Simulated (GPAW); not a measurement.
LiFeN (P-6m2), Fe K edge of atom 1, with 3 N at 1.79 Å (trigonal planar, site symmetry -6m2). Method: GPAW, LDA, excited-electron core hole (neutral cell), 18-atom cell with 5.4 Å between holes, 4×4×4 k points, dipole transitions, Gaussian full width 1.25 eV up to 4 eV, rising linearly to 3.5 eV at 25 eV.

```xyz
6
Lattice="1.5503 2.6852 0.0000 -1.5503 2.6852 4.1453 3.1006 0.0000 4.1453" Properties=species:S:1:pos:R:3 pbc="T T T"
Fe    0.0000    1.7901    2.0727
Fe    1.5503    4.4753    6.2180
N     1.5503    2.6852    2.0727
N     1.5503    2.6852    6.2180
Li    0.0000    0.0000    0.0000
Li    1.5503    2.6852    4.1453
```

Energy from the lowest empty level; a common scale on which the isotropic spectrum has a mean of 1 over the first 20 eV.

```csv
E (eV),curve 1,curve 2
-2.0,0.00,0.00
-1.0,0.04,0.02
0.0,0.62,0.43
1.0,0.88,0.53
2.0,0.63,0.62
3.0,0.57,0.72
4.0,0.21,0.30
5.0,0.03,0.31
6.0,0.12,0.98
7.0,0.17,2.10
8.0,0.14,2.24
9.0,0.21,1.21
10.0,0.36,0.78
11.0,0.74,0.94
12.0,0.86,0.83
13.0,0.71,0.53
14.0,0.89,0.71
15.0,1.26,1.65
16.0,1.62,2.99
17.0,1.95,3.53
18.0,2.13,2.70
19.0,2.12,1.55
20.0,1.98,1.07
21.0,1.69,1.12
22.0,1.40,1.21
23.0,1.30,1.21
24.0,1.36,1.18
25.0,1.46,1.15
26.0,1.66,1.08
27.0,1.98,0.97
28.0,2.32,0.87
29.0,2.44,0.81
30.0,2.28,0.82
31.0,2.03,0.96
32.0,1.88,1.27
```

**Question.** The curves are for the electric vector along different Cartesian axes of the cell as given, averaged over the symmetry-equivalent atoms. Which is which?

Curve 1: along x (⊥ c) (the other in-plane axis gives the same curve within 3 %), main maxima 0.7 eV (0.92), 18.4 eV (2.15) and 28.9 eV (2.44). Curve 2: along z (c), main maxima 0.6 eV (0.64), 7.6 eV (2.42), 11.3 eV (0.96), 16.9 eV (3.54) and 22.4 eV (1.22). A K edge sees empty p states. The weak features of the first eV are p character mixed into the empty d bands; the main 4p edge lies above them. Each direction probes the empty orbitals that point along it. The hole lies in one spin channel, while the script sums the empty states of both and takes the lower zero; where the two channels are split, this blurs and shifts the curve. Quadrupole 1s→3d transitions, which feed the pre-edge, are not in the dipole spectrum.

[Banner, clock and machine lines of the logs are left out without a mark of their own.]

[Logs are printed without paths, hosts, clocks, repeated set-up lines and the standing remarks that a program may print on its own settings, such as how far it seeks lower states.]

[Hosts, paths, dates, database ids (printed as entryN), source tags and the programs' standing remarks are cut or masked in the printed files.]

[Lists of maxima count a maximum above −3 eV only where it reaches 4 % of the highest in the window and stands out from its surroundings by 2 % of it (1.5 % where it reaches 55 %); shoulders and weaker maxima are passed over, and of the rest the first, up to two pre-edge ones and the few strongest are named.]
